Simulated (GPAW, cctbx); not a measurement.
# Bonding in CaV2Cd2 as X-rays see it

Aim: compute the bonding part of the density of CaV2Cd2, find which reflections carry it, and see how it biases an ordinary refinement.

The start was made by putting kin elements into a known structure type; the compound need not exist, or be stable, in this form. All numbers below are calculated.

## Step 1: Relax the structure

The density hangs on the geometry, so cell and atoms are relaxed first, with the symmetry held. The cutoff is set higher than for the density because stress converges slowly with plane waves.

Settings: GPAW 26.7.0, PBE, 570 eV, 5×5×3 k-points (along the axes of the calculation cell), Fermi–Dirac width 0.1 eV, spin-polarised, BFGS to 0.03 eV/Å.

```text
cell
1.0
     4.288000000    0.000000000    0.000000000
    -2.144000000    3.713516931    0.000000000
     0.000000000    0.000000000    6.910000000
Cd V Ca
2 2 1
Direct
0.666666667 0.333333333 0.369300000
0.333333333 0.666666667 0.630700000
0.666666667 0.333333333 0.763000000
0.333333333 0.666666667 0.237000000
0.000000000 0.000000000 0.000000000
```

```console
$ OMP_NUM_THREADS=1 mpirun -n 4 gpaw python run.py > gpaw.log
```

```text
BFGS:    0      -15.861671        1.564663
BFGS:    1      -15.959500        1.442431
BFGS:    2      -16.392992        0.732315
BFGS:    3      -16.518728        0.468346
...
BFGS:   22      -17.592136        0.083440
BFGS:   23      -17.594066        0.044801
BFGS:   24      -17.594924        0.016273
cell  5.0075 5.0075 5.5805  90.00 90.00 120.00
volume 121.182 A^3, largest force 0.020 eV/A, largest stress 0.07 GPa
```

The cell moved far, while the k-mesh and basis were chosen for the start, so the final shape may be somewhat biased.

After 24 steps the volume has changed by +10.1 % and the energy by -1.733 eV; the largest stress left is 0.07 GPa. It took 21 min on 4 cores of Arm Neoverse N1 (shared host), peak memory 1.5 GiB.

Relaxed structure: P-3m1 (no. 164), a = 5.0075 Å, b = 5.0075 Å, c = 5.5805 Å, α = 90.00°, β = 90.00°, γ = 120.00°.

| atom | mult. | x | y | z |
| --- | --- | --- | --- | --- |
| Cd1 | 2 | 2/3 | 1/3 | 0.3449 |
| V1 | 2 | 2/3 | 1/3 | 0.8407 |
| Ca1 | 1 | 0 | 0 | 0 |

## Step 2: Density and charge transfer

X-rays see the whole electron density, so the PAW density is rebuilt with its core regions. Subtracting spherical free atoms from the same code cancels the cores and leaves the deformation density Δρ, the part due to bonding.

Settings: PBE, 450 eV, 6×6×4 k-points (along the axes of the calculation cell), Fermi–Dirac width 0.1 eV, spin-polarised; primitive cell of 5 atoms.

```console
$ OMP_NUM_THREADS=1 mpirun -n 4 gpaw python run.py > gpaw.log
```

```text
|iter:   1|       0s |  -18.354204 | +0.27 |       |  +4.0135|
|iter:   2|       5s |  -17.844168 | -0.52 | -0.98 |  +4.1189|
|iter:   3|       9s |  -17.346269 | -1.08 | -1.17 |  +4.2573|
...
|iter:  16|      69s |  -17.394669c| -6.89 | -5.36c|  +6.7285|
|iter:  17|      72s |  -17.394666c| -7.34 | -5.66c|  +6.7284|
|iter:  18|      74s |  -17.394666c| -7.72c| -6.07c|  +6.7284|
```

```text
grid (50, 50, 56)  electrons 162.000  moved by bonding 0.899 e
deformation density beyond 0.5 A of the nuclei: max 0.220, min -0.171 e/A^3
atom        x       y       z   Voronoi charge  moment
Cd1    0.6667  0.3333  0.3449      0.120       0.02
Cd2    0.3333  0.6667  0.6551      0.120       0.02
V 3    0.6667  0.3333  0.8407     -0.151       2.53
V 4    0.3333  0.6667  0.1593     -0.151       2.53
Ca5    0.0000  0.0000  0.0000      0.063       0.08
mean inner potential of superposed free atoms 16.964 V
total magnetic moment 6.728 muB
```

Deformation density in a plane through the shortest contact of the Cd atom at the origin, in 0.01 e/Å³ (clipped at ±99); x from -1.6 to 4.4 Å, y from 2.4 down to -2.4 Å:

```text
 -3  -8  21   4   1   2  -1  -5  -1  -2  -7   0   2   0  -3  -9
 -2   0   3   0   1   2   1  -3  -5  -4  -1   2   2   1  -2   0
  1   1   1   1   1   2   2   1   0   1   2   2   2   2   1   1
  2   2   2   1   0   0   1   2   2   1   1   1   1   1   2   2
  2   2   0  -5  -6  -6  -1   1   1   0   3   5  -3  -1   2   2
  2   1  -6  -3   .  -1  -5   2   2   2  14   . -11  -1   1   1
  2   1  -8   .   .   .  -6   2   3   7   .   .   .   4   2   1
  2   1  -5  -3   .  -2  -5   1   2   0  -8   .   9   1   2   1
  1   2   0  -5  -6  -6  -2   1   0  -3  -4   5   4   1   1   2
  1   1   1   0  -1  -1   0   0   0  -2  -2  -1   0   0   1   1
  0   0   0   0   0   0   0   0   0  -1  -1  -1   0   0   0   0
  1  -1  -1  -1  -1   0   0   0  -1  -1  -2  -1   0   1   1  -1
  4   1  -2  -2  -1  -1   0   0  -1  -2  -3  -1   5   1   4   1
```

Atoms in or within 0.15 Å of the plane: Cd (0.0, 0.0), V (2.8, 0.0) Å. Dots mark points within about 0.45 Å of a nucleus; large values next to them are atomic features.

V gains most (-0.15 e) and Cd loses most (+0.12 e), which isn't the order of electronegativity: valence and coordination count too, and Voronoi cells cut space at the midplane whatever the atoms' sizes. Along the shortest contact from the Cd atom at the map's origin, Cd–V at 2.77 Å, Δρ is +0.03 e/Å³ at the midpoint and highest, +0.13, 2.19 Å from Cd (points within 0.5 Å of a nucleus left out): little piles up between the atoms. At the midpoints of other shortest contacts it is 0.00 (V–Ca, 3.02 Å), +0.02 (Cd–Cd, 3.37 Å) and +0.02 (V–V, 3.39 Å) e/Å³. Point values carry grid noise of about 0.01 e/Å³. The cell's moment is 6.73 μB; the largest inside an atomic sphere is 2.53 μB. The run needed 18 iterations, 90 s.

## Step 3: Structure factors

The Fourier components of Δρ, added to those of the free atoms, give the static X-ray structure factors; the Mott–Bethe relation turns them into the Fourier components V of the potential that fast electrons feel.

```text
static structure factors of the conventional cell: F in electrons, V (Mott-Bethe) in volts
   h  k  l      d  |F| table  |F| free   |F| DFT   change   |V| free  |V| DFT  change %
   0  0  1  5.5805    10.723    10.665    10.182   -0.483     1.847    1.278    -30.8
   1  0  0  4.3366    47.043    47.052    47.135    0.083     2.808    2.750     -2.1
   1  0  1  3.4242    62.385    62.456    62.141   -0.315     3.255    3.395      4.3
   1  0 -1  3.4242     3.628     3.629     3.443   -0.186     1.300    1.217     -6.3
   0  0  2  2.7902    29.537    29.465    29.133   -0.331     1.523    1.621      6.4
   1  1  0  2.5037   126.240   126.014   125.878   -0.136     8.532    8.565      0.4
   1  0  2  2.3465    52.578    52.431    52.181   -0.249     2.857    2.909      1.8
   1  0 -2  2.3465   122.489   122.245   122.183   -0.061     8.027    8.039      0.2
   1  1  1  2.2844    10.972    10.988    10.849   -0.139     0.373    0.346     -7.3
   2  0  0  2.1683    39.701    39.573    39.417   -0.156     2.032    2.060      1.4
   2  0  1  2.0211     4.197     4.201     4.036   -0.165     0.541    0.516     -4.7
   2  0 -1  2.0211    54.096    54.106    53.928   -0.178     2.424    2.452      1.1
   1  1  2  1.8635    25.786    25.696    25.664   -0.033     1.174    1.179      0.4
   0  0  3  1.8602    51.178    51.173    50.989   -0.184     2.224    2.248      1.1
```

The largest X-ray change is -0.48 e on 001, 4.5 % of |F|. For electrons V goes as (Z − F)/g², so a change of F counts against Z − F, which is small at low angle and wherever the atoms' terms cancel: |V| of 001 moves by -30.8 % (1.85 to 1.28 V) against -4.5 % in |F|. The last three rows still change by up to 0.18 e; the table stops while the angles are still low. The tabulated Hartree–Fock atoms differ from the free DFT atoms by up to 0.24 e, so the choice of reference atom matters too.

## Step 4: Which functional?

The same geometry is run with other functionals, to see whether the bonding signal is larger than the spread between approximations. Free atoms are LDA for LDA and PBE otherwise; meta-GGAs and hybrids keep PBE cores. Any other changed setting is in the row's label.

```csv
run,ΔF 001 (e),ΔF 002 (e),ΔF 101 (e),q(V) (e),moved (e),time
PBE,-0.483,-0.331,-0.315,-0.151,0.899,90 s
LDA,-0.467,-0.334,-0.298,-0.144,0.839,80 s
r2SCAN,-0.449,-0.348,-0.302,-0.141,1.162,4.1 min
PBE 1×1×1 (unsound),-0.801,-0.389,-0.310,-0.181,1.520,21 s
```

At the base's settings ΔF(001) spans -0.483 to -0.449 e, a spread of 7 % of the PBE value; over the three listed reflections the spread is at most 7 %, so sign and size hold across the functionals. The run marked unsound (k-mesh far too coarse) misses ΔF(001) by 0.318 e. Times are from shared hosts.

## Step 5: What a spherical-atom refinement makes of it

Routine crystallography fits spherical atoms. To see the bias, intensities are simulated from tabulated atoms plus the DFT change ΔF, so that bonding alone can misfit (4000 reflections of the full sphere, merged to the counts below, to 0.5 Å, 1 % proportional noise plus counting noise, assumed isotropic U as listed, Δρ smeared by the mean U) and refined with cctbx over different ranges.

```csv
range,data,R1,GooF,U Cd1 (true 0.0066),U V1 (true 0.0086),U Ca1 (true 0.009),largest shift (Å),"Δρ max, min (e/Å³)"
all data,416,0.0044,1.06,0.0066,0.0086,0.0090,0.0001,"0.27, -0.23"
"low resolution, d > 0.84",101,0.0041,1.21,0.0065,0.0087,0.0091,0.0002,"0.14, -0.13"
"high order, d < 0.75",280,0.0048,1.01,0.0066,0.0086,0.0090,0.0001,"0.23, -0.19"
"occupancies free, d > 0.7",164,0.0038,1.08,0.0066,0.0089,0.0091,0.0003,"0.15, -0.16"
```

With all data GooF is 1.06, so at this noise the bonding hardly shows; the top residual peak, near noise level, lies 0.63 Å from V and 2.40 Å from Ca. No U is off by more than 3 s.u. at low resolution. With Cd1 held at 1 and the scale free, the other occupancies refine to V1 1.005(0.002) and Ca1 1.001(0.002), within three s.u. of full.

## Step 6: Answer

Bonding moves 0.90 e in the primitive cell of CaV2Cd2 and changes the structure factors of the conventional cell in the table above by at most 0.48 e (001, 4.5 %), and among reflections above 2 % of the strongest by up to 5.1 % (1 0 -1). The shortest bond, Cd–V, has Δρ = +0.03 e/Å³ at its midpoint. At the base's settings ΔF(001) spans -0.483 to -0.449 e, a spread of 7 % of the PBE value; over the three listed reflections the spread is at most 7 %, so sign and size hold across the functionals. With all data GooF is 1.06, so at this noise the bonding hardly shows. Limits: static density, frozen cores, no spin–orbit coupling; a ferromagnetic start is the only order tried, and the real ground state may be antiferromagnetic or insulating.

[Outputs are excerpts: Python notices, other lines and further rows are left out; steps that failed or that the build refused (PBEsol, TPSS) are not shown.]

[Logs are printed without paths, hosts, clocks, repeated set-up lines and the standing remarks that a program may print on its own settings, such as how far it seeks lower states.]
